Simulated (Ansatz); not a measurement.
# GdAl3Au, from a guessed structure to a relaxed one, part 2 of 2

This structure for GdAl3Au is made up. Its elements were placed in a known structure type with a cell scaled to their sizes. What cell does the guess relax to, and how far off was it?

Ansatz 0.2.0; DFT, PBE, plane-wave PAW, default files, scalar-relativistic, ferromagnetic start, cell and ions relaxed at zero pressure (the session's first sound run).

So far: Starting point; Relaxation of the guess. The relaxed cell has a = 4.249, c = 11.080 Å (conventional setting).

## Step 3: Bands of the relaxed cell

A second self-consistent run takes a narrower smearing and the mesh shown in its input; the bands follow along the standard path of the relaxed lattice.

This step: DFT, PBE, plane-wave PAW, default files, scalar-relativistic, ferromagnetic start, bands and density of states at the relaxed cell (Ansatz 0.2.0).

The input, input.yaml:

```yaml
crystal:
  lattice:
    - [-2.1245972409, 2.1245972409, 5.5398631865]
    - [2.1245972409, -2.1245972409, 5.5398631865]
    - [2.1245972409, 2.1245972409, -5.5398631865]
  atoms:
    - { symbol: Au, position: [0.6238303837, 0.6238303837, 0.0] }
    - { symbol: Gd, position: [0.9913206485, 0.9913206485, 0.0], spin: 7.0 }
    - { symbol: Al, position: [0.7532887045, 0.2532887045, 0.5] }
    - { symbol: Al, position: [0.2532887045, 0.7532887045, 0.5] }
    - { symbol: Al, position: [0.4009715587, 0.4009715587, 0.0] }
magnetization:
  spin_polarized: true
kpoints:
  mp_grid: { grid: [10, 10, 10] }
  band_path:
    path:
      - [[0.0, 0.0, 0.0], [-0.5, 0.5, 0.0], [-0.5, 0.5, -0.07354026], [-0.28677013, 0.28677013, -0.28677013], [0.0, 0.0, 0.0], [0.5, 0.5, -0.5], [0.28677013, 0.71322987, -0.71322987], [0.0, 0.5, -0.5], [-0.25, 0.75, -0.25], [0.07354026, 0.92645974, -0.5], [0.5, 0.5, -0.5]]
      - [[-0.5, 0.5, 0.0], [-0.25, 0.75, -0.25]]
    npoints: 7
scf:
  occupations: { method: fermi_dirac, width: 0.03 }
  n_extra_bands: 13
hamiltonian:
  xc: pbe
  pseudopotentials: { kind: paw }
output:
  forces: true
  stress: true
  write_bands: true
  dos: { projected: true }
  write_density: true
  write_potential: true
  elf: true
  volumetric_format: npy
```

The run is started by

```console
ansatz run input.yaml --threads 4 --pin off --max-ram 10240MiB --backend cpu --events-out ev --progress --plain --runs-dir out
```

Numbers of over 12 decimals in the logs are rounded to 6 here.

Output:

```text
Gd: projections on atomic orbitals take those of the free atom [Kr 4d10] 4f7 5s2 5p6 5d1 6s2, of charge +0.00 (hamiltonian.pseudopotentials.projection_atoms); the dataset's partial waves leave at most 2.5e-4 of an orbital's norm unspanned inside its sphere
[...]
Crystal: 5 atoms, lattice volume = 100.026 Å³
Basis set: ecut = 420 eV, 1971 PW (Γ), exchange–correlation on 90×90×90 points (8 copies of the dense FFT grid, shifted against one another)
Bands: 36, of which v1, the nominal top of the filled ones, is band 23 counted from 1 (22 counted from 0)
Symmetry: 8 space group operations
[...]
k-points: 102 of 1000 (time reversal used)
[...]
Starting moments: Σ|m| = 7 μB on 1 of 5 sites
[...]
SCF iter   1: F=—  HF=-24116.089568 eV  |F-HF|=—  |Δ(HF+E_count)|=         —  Δρ=1.44e-1 (↑1.44e-1 ↓1.43e-1)  dr2=2.08e2  dr2_m=2.04e-2  M=6.996 μB ∫|m|=7.216 μB  β_m=0.30  ethr=3.10e-3  ⟨swp⟩=7.0  Hψ=32616  notcnv=0
[...]
SCF iter  12: F=-24097.098874 eV  HF=-24097.098874 eV  |F-HF|=2.38e-9  |Δ(HF+E_count)|=   6.62e-9  Δρ=8.14e-7 (↑6.78e-7 ↓8.14e-7)  dr2=2.87e-9  dr2_m=5.34e-11  M=7.004 μB ∫|m|=7.188 μB  ethr=8.23e-11  ⟨swp⟩=14.0  Hψ=51160  notcnv=0
SCF 1 converged in 12 iterations: F = -24097.098874 eV  dr2 = 2.87e-9
[...]
NSCF: frozen V_eff on 79 k-points
SCF converged after 12 iterations
Magnetization: 7.0044 μB (26.5022 up, 19.4978 down)
Absolute magnetization: 7.1902 μB (∫|ρ↑−ρ↓|, with the PAW one-centre terms)
[...]
Per-site moments (μB) at R_I (Å): [(-0.00155758, 1.018551), (6.971275, 1.306389), (-0.014569, 1.057426), (-0.014569, 1.057426), (-0.012888, 1.018551)]
Free energy (F): -24097.098874 eV
[...]
Internal energy: -24097.095118 eV  (E = F + TS)
E sigma→0 (E₀):  -24097.096996 eV
Entropy (-TS):   -0.003756 eV (-0.751 meV/atom)
Fermi energy:    11.421394 eV
[...]
--- Forces (eV/Å), atoms counted from 1 ---
  atom   1  Au     0.00000000     0.00000000     0.00624374
  atom   2  Gd    -0.00000000     0.00000000    -0.02412118
  atom   3  Al     0.00000000     0.00000000     0.00755569
  atom   4  Al    -0.00000000     0.00000000     0.00755569
  atom   5  Al    -0.00000000    -0.00000000     0.00279342
  max |Σ_I F_I| component: 2.74e-5 eV/Å
--- Stress (GPa, compression-positive) ---
       -0.026132      -0.000000      -0.000000
       -0.000000      -0.026132      -0.000000
       -0.000000      -0.000000       0.002641
  P = ⅓ Tr σ = -0.0165 GPa (-0.165 kbar)
--- Band table (eV; the first three rows and the last of 204) ---
  k-point 0 ↑: bands = [... 19 lower, 6.8160, 6.8596, 7.2490, 7.6263, 10.0215, 10.0215, 10.2940, 12.7409, ... 9 higher]
  k-point 1 ↑: bands = [... 19 lower, 6.8197, 6.8418, 7.3783, 7.6173, 9.2609, 9.9973, 10.7983, 11.8205, ... 9 higher]
  k-point 2 ↑: bands = [... 19 lower, 6.8061, 6.8224, 7.2585, 7.9603, 8.5348, 9.8404, 10.5314, 10.5327, ... 9 higher]
  k-point 101 ↓: bands = [... 19 lower, 11.8889, 11.9288, 11.9288, 11.9759, 11.9960, 12.0445, 12.1051, 12.1051, ... 9 higher]
```

Run time: 54 s. Hardware: 4 threads of Intel Xeon Platinum 8488C (Sapphire Rapids), shared host; peak memory 0.9 GiB.

The column dr2 measures how far the density is from self-consistency, as an energy; F and HF (Harris–Foulkes) agree once it is small.

This step gave:

| Quantity | Value |
| --- | --- |
| free energy | -24097.0989 eV |
| energy at zero smearing | -24097.0970 eV |
| smearing term TS | 0.003756 eV |
| Fermi energy | 11.42 eV |
| magnetization | 7.004 μB |
| absolute magnetization | 7.190 μB |
| site moments | -0.001558, 6.971, -0.01457, -0.01457, -0.01289 μB |
| pressure | -0.01654 GPa |

From bands.tsv, the bands that come nearest the Fermi level along the path, at its corners, in eV from the Fermi level:

| point | band_24_up | band_25_up | band_26_up | band_27_up | band_17_dn | band_18_dn | band_19_dn | band_20_dn |
| --- | --- | --- | --- | --- | --- | --- | --- | --- |
| Γ | -1.40 | -1.13 | 1.32 | 1.65 | -1.30 | -1.04 | 0.38 | 0.38 |
| X | -2.55 | -1.87 | -1.78 | 1.54 | -2.45 | -1.73 | -1.60 | 0.44 |
| Y | -2.79 | -1.68 | -1.66 | 1.48 | -2.68 | -1.55 | -1.48 | 0.43 |
| S | -1.11 | -0.79 | 1.00 | 1.16 | -0.99 | -0.71 | 0.40 | 0.40 |
| Γ | -1.40 | -1.13 | 1.32 | 1.65 | -1.30 | -1.04 | 0.38 | 0.38 |
| Z | -0.97 | 0.12 | 0.37 | 1.01 | -0.88 | 0.26 | 0.47 | 0.51 |
| S1 | -1.11 | -0.79 | 1.00 | 1.16 | -0.99 | -0.71 | 0.40 | 0.40 |
| N | -0.94 | -0.29 | 0.65 | 0.90 | -0.78 | -0.25 | 0.30 | 0.36 |
| P | -2.37 | -1.82 | -1.82 | 0.42 | -2.30 | -1.66 | -1.66 | 0.27 |
| Y1 | -2.79 | -1.68 | -1.66 | 1.48 | -2.68 | -1.55 | -1.48 | 0.43 |
| Z | -0.97 | 0.12 | 0.37 | 1.01 | -0.88 | 0.26 | 0.47 | 0.51 |
| X | -2.55 | -1.87 | -1.78 | 1.54 | -2.45 | -1.73 | -1.60 | 0.44 |
| P | -2.37 | -1.82 | -1.82 | 0.42 | -2.30 | -1.66 | -1.66 | 0.27 |

Spin density in the ac plane of the conventional cell at fractional y = 0.000, with atoms of Au and Gd and Al within 0.2 Å of it.

Ten even steps from '_' (0 e/Å³) to '@' (11 e/Å³), each cell a mean:
```
@@++..__________________::##
..________________________..
____________________________
____________________________
____________________________
____________________________
____________________________
____________________________
____________________________
____________________________
____________________________
____________________________
____________________________
____________________________
____________________________
____________________________
____________________________
____________________________
____________________________
____________________________
____________________________
____________________________
..________________________..
@@==..__________________::##
```
Columns run along a (4.2 Å), rows up along c (11.1 Å), edges of the conventional cell, whose origin can differ from the input's. Atoms in or near the plane, at fractional coordinates: Au at (0.00, 0.62), Gd at (0.00, 0.99), Al at (0.50, 0.75), Al at (0.50, 0.25), Al at (0.00, 0.40).

ELF in the ac plane of the conventional cell at fractional y = 0.000, with atoms of Au and Gd and Al within 0.2 Å of it. It is the smooth field of the valence electrons, not physical close to the nuclei.

Ten even steps from '0' (0.06) to '9' (0.81), each cell a mean:
```
59951012102797
98621245311479
32112577641013
00135778764200
12344321245422
23454001025533
33456300156533
65446644575445
87544555554468
86533333333467
54433321233345
55554211234555
56665322346665
00377655567520
10389887888610
12799988999851
45788621478865
34565101026643
12344100024432
01245443454321
00023555543100
32101233310013
98620011100479
59950001002797
```
Columns run along a (4.2 Å), rows up along c (11.1 Å), edges of the conventional cell, whose origin can differ from the input's. Atoms in or near the plane, at fractional coordinates: Au at (0.00, 0.62), Gd at (0.00, 0.99), Al at (0.50, 0.75), Al at (0.50, 0.25), Al at (0.00, 0.40).

Electrostatic potential energy in the ac plane of the conventional cell at fractional y = 0.000, with atoms of Au and Gd and Al within 0.2 Å of it. With pseudopotentials it is smooth inside the atoms' cores, unlike the true potential.

Ten even steps from '0' (-38 eV) to '9' (14 eV), each cell a mean:
```
00258999997410
23579999998642
77899999999887
99999888899999
99997666678999
99986688767999
78887677668887
12588766788741
00169999998400
00279999998510
24799999999853
88999999999988
67899999999876
76689999998767
87679999998668
66789888888866
88887666678988
99986688767999
99987677668999
99998766789999
99999999999999
77899999999887
23579999998642
00258999997410
```
Columns run along a (4.2 Å; values clipped at the 3rd and 97th percentile), rows up along c (11.1 Å), edges of the conventional cell, whose origin can differ from the input's. Atoms in or near the plane, at fractional coordinates: Au at (0.00, 0.62), Gd at (0.00, 0.99), Al at (0.50, 0.75), Al at (0.50, 0.25), Al at (0.00, 0.40).

## Step 4: Outcome

| Item | Value |
| --- | --- |
| space group, relaxed | I4mm |
| conventional cell | a = 4.249, b = 4.249, c = 11.080 Å; α = 90.0°, β = 90.0°, γ = 90.0° |
| volume per atom | 20.01 Å³ (guess 20.68) |
| total moment | 7.00 μB in the cell of 5 atoms |

**Reading.** GdAl3Au relaxes to I4mm with a = 4.249, b = 4.249 and c = 11.080 Å. The guessed volume was 3 % too large. The space group I4mm was held in the relaxation, so the end point is a stationary structure within it and may be a saddle against distortions or other arrangements. The input starts from parallel moments, and no other start was typed. The f shell may be open and has no Hubbard U, so its place in energy and the volume are uncertain. Bands cross the Fermi level, so it is a metal or semimetal at this level. On the 10×10×10 mesh with the narrower smearing (relaxed on 9×9×9) the largest force component is 0.024 eV/Å and the largest stress component is 0.026 GPa, against the relaxation's thresholds of 0.015 eV/Å and 0.05 GPa. The cutoff wasn't tested. Spin-orbit coupling is left out, which can matter for elements this heavy. No dispersion term is used, so weakly bound directions may come out too long. Nothing here tests whether the compound is stable against decomposition.

[Logs are printed without paths, hosts, clocks, repeated set-up lines and the standing remarks that a program may print on its own settings, such as how far it seeks lower states.]

[Hosts, paths, dates, database ids (printed as entryN), source tags and the programs' standing remarks are cut or masked in the printed files.]
